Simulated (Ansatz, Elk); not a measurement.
# How far do independent atoms describe CaZnGaH?, part 2 of 2

The structure of CaZnGaH used here is made up (a known structure type with other elements) and was relaxed beforehand with r2SCAN. The aim is the Fourier transform of its all-electron density, F(hkl), set beside the sum over free spherical atoms that refinements use.

Elk 11.2.3 (patched build); all-electron DFT.

So far: Set-up; Ground state and structure factors; The highest occupied states alone.

The structure was built from a prototype and need not be the compound's stable phase.

## (4) Another functional

Level of this step: DFT, LDA (Perdew-Wang), all-electron APW+lo, Dirac cores, scalar-relativistic bands, static density, no spin (Elk).

The difference from free atoms is small, so it is set against the change that LDA (Perdew-Wang) makes.

elk.in reads:

```
tasks
  0
  195

xctype
  3

spinpol
  .false.

rgkmax
  7.0

gmaxvr
  14.0

lmaxo
  7

lmaxapw
  8

swidth
  0.002

tshift
  .false.

ramdisk
  .false.

hmaxvr
  5.5

maxscl
  120

epspot
  1e-06

sppath
  './'

avec
  8.20099262941 -0.00000000000 -0.00000000000
  -4.10049631471 7.10226795332 0.00000000000
  -0.00000000000 -0.00000000000 7.87069870896

atoms
  4
  'Ga.in'
  1
  0.3333333333 0.6666666667 0.5441372604   0.000000 0.000000 0.000000
  'Zn.in'
  1
  -0.0000000000 -0.0000000000 0.5175338353   0.000000 0.000000 0.000000
  'Ca.in'
  1
  0.6666666667 0.3333333333 0.0370260941   0.000000 0.000000 0.000000
  'H.in'
  1
  0.3333333333 0.6666666667 0.9515028102   0.000000 0.000000 0.000000

ngridk
  6 6 6
```

Started as:

```sh
> OMP_NUM_THREADS=4 elk
```

Numbers of over 12 decimals in the logs are rounded to 6 here.

Log:

```text
┌─────────────────────────┐
│ Elk code version 11.2.3 │
└─────────────────────────┘

All units are atomic (Hartree, Bohr, etc.)

┌─────────────────────────────────────────────────┐
│ Ground-state run starting from atomic densities │
└─────────────────────────────────────────────────┘

Lattice vectors :
   8.200992629      -0.000000000      -0.000000000
  -4.100496315       7.102267953       0.000000000
  -0.000000000      -0.000000000       7.870698709

Reciprocal lattice vectors :
  0.7661493664      0.4423365430       0.000000000
[...]
species : 2 (Zn)
   atom 1                    :    29.00672157     (  0.8058417162E-04)
  species : 3 (Ca)
   atom 1                    :    18.17436768     ( -0.3473989258E-05)
  species : 4 (H)
   atom 1                    :   0.5510372198     (   0.000000000    )
 total in muffin-tins        :    76.58081209
 total calculated charge     :    81.99317934
 total charge                :    82.00000000
 error                       :   0.6820656116E-02

┌──────────────────────────────┐
│ Self-consistent loop stopped │
└──────────────────────────────┘

Warning : core states of species 1 leak from the muffin-tin :   0.6412630649E-02

Wrote STATE.OUT
[key lines of the parts left out:]
total energy                :     -4414.1591581989
```

Elapsed: 32 s, on 4 threads of Intel Xeon Platinum 8259CL at 2.50GHz (Skylake/Cascade Lake), shared host; peak memory 0.17 GiB; 1.8 min of CPU time.

Against the first run R = 0.05 %; the largest change is -0.045 at 112.

## (5) A coarser k-mesh

About half the k-points along each axis test the sampling.

Edit elk.in of step 4 so:

```diff
@@ -5,3 +5,3 @@
 xctype
-  3
+  20
 
@@ -64,2 +64,2 @@
 ngridk
-  6 6 6
+  3 3 3
```

Started as:

```sh
> OMP_NUM_THREADS=4 elk
```

Log:

```text
┌─────────────────────────┐
│ Elk code version 11.2.3 │
└─────────────────────────┘

All units are atomic (Hartree, Bohr, etc.)

┌─────────────────────────────────────────────────┐
│ Ground-state run starting from atomic densities │
└─────────────────────────────────────────────────┘

Lattice vectors :
   8.200992629      -0.000000000      -0.000000000
  -4.100496315       7.102267953       0.000000000
  -0.000000000      -0.000000000       7.870698709

Reciprocal lattice vectors :
  0.7661493664      0.4423365430       0.000000000
[...]
species : 2 (Zn)
   atom 1                    :    28.99295894     (  0.8040723840E-04)
  species : 3 (Ca)
   atom 1                    :    18.17381705     ( -0.1987890439E-06)
  species : 4 (H)
   atom 1                    :   0.5770335493     (   0.000000000    )
 total in muffin-tins        :    76.56975427
 total calculated charge     :    81.99336573
 total charge                :    82.00000000
 error                       :   0.6634272272E-02

┌──────────────────────────────┐
│ Self-consistent loop stopped │
└──────────────────────────────┘

Warning : core states of species 1 leak from the muffin-tin :   0.6207446568E-02

Wrote STATE.OUT
[key lines of the parts left out:]
total energy                :     -4421.2303820234
```

Wall time 24 s (4 threads); peak memory 0.17 GiB.

Against the first run R = 0.01 %; the largest change is +0.038 at 011.

## (6) Basis size

The basis and the expansions that go with it are enlarged, to see whether the differences are converged.

Edit elk.in of step 5 so:

```diff
@@ -11,12 +11,12 @@
 rgkmax
-  7.0
+  8.5
 
 gmaxvr
-  14.0
+  18.0
 
 lmaxo
-  7
+  9
 
 lmaxapw
-  8
+  10
 
@@ -64,2 +64,2 @@
 ngridk
-  3 3 3
+  6 6 6
```

Started as:

```sh
> OMP_NUM_THREADS=4 elk
```

Log:

```text
┌─────────────────────────┐
│ Elk code version 11.2.3 │
└─────────────────────────┘

All units are atomic (Hartree, Bohr, etc.)

┌─────────────────────────────────────────────────┐
│ Ground-state run starting from atomic densities │
└─────────────────────────────────────────────────┘

Lattice vectors :
   8.200992629      -0.000000000      -0.000000000
  -4.100496315       7.102267953       0.000000000
  -0.000000000      -0.000000000       7.870698709

Reciprocal lattice vectors :
  0.7661493664      0.4423365430       0.000000000
[...]
species : 2 (Zn)
   atom 1                    :    28.99276850     (  0.8051577817E-04)
  species : 3 (Ca)
   atom 1                    :    18.16362274     ( -0.1988001035E-06)
  species : 4 (H)
   atom 1                    :   0.5745453236     (   0.000000000    )
 total in muffin-tins        :    76.56810395
 total calculated charge     :    81.99374756
 total charge                :    82.00000000
 error                       :   0.6252444777E-02

┌──────────────────────────────┐
│ Self-consistent loop stopped │
└──────────────────────────────┘

Warning : core states of species 1 leak from the muffin-tin :   0.6210076788E-02

Wrote STATE.OUT
[key lines of the parts left out:]
total energy                :     -4421.2587866145
```

Wall time 2.9 min (4 threads); peak memory 0.31 GiB; 10 min of CPU time.

Against the first run R = 0.01 %; the largest change is -0.005 at 221.

## (7) Settings against the effect

```tsv
run	R against the first run (%)	R against neutral atoms, low angle (%)	wall time
PBE, rgkmax 7	0.00	0.80	58 s
LDA (Perdew-Wang)	0.05	0.81	32 s
k-mesh 3×3×3	0.01	0.82	24 s
rgkmax 8.5 with larger expansions	0.01	0.79	2.9 min
```

## (8) Outcome

| Property | Result |
| --- | --- |
| R against neutral atoms, sin θ/λ < 0.3 Å⁻¹ | 0.80 % |
| R against neutral atoms, 0.3 to 0.82 Å⁻¹ | 0.25 % |

What this shows: Independent neutral atoms miss the calculated amplitudes by R = 0.80 % below 0.3 Å⁻¹ and 0.25 % from there to 0.82 Å⁻¹; by shells, 0.14 % below 0.15 Å⁻¹ (2 forms), 0.85 % 0.15 to 0.3 (10 forms), 0.39 % 0.3 to 0.45 (17 forms), 0.22 % above 0.45 (115 forms). Bonding, aspherical density and the tables' own atoms all enter these figures, and the runs don't part them. The largest change of an amplitude is -0.55 electrons, at 111. R counts amplitudes alone; phases shift too. The window's part falls from 18.0 electrons at the origin to at most 3.17 between 0.45 and 0.82 Å⁻¹, where compact states inside the window still scatter. Below 0.3 Å⁻¹ the changes that finished (LDA (Perdew-Wang), k-mesh 3×3×3 and rgkmax 8.5 with larger expansions) move F by R = 0.06 % at most, against the 0.80 % that separates it from free atoms. Part of the difference isn't bonding: the tables are fits to free atoms and ions calculated by other methods than this functional. Thermal motion, anomalous dispersion and extinction are left out.

[Logs are printed without paths, hosts, clocks, repeated set-up lines and the standing remarks that a program may print on its own settings, such as how far it seeks lower states.]

[Hosts, paths, dates, database ids (printed as entryN), source tags and the programs' standing remarks are cut or masked in the printed files.]
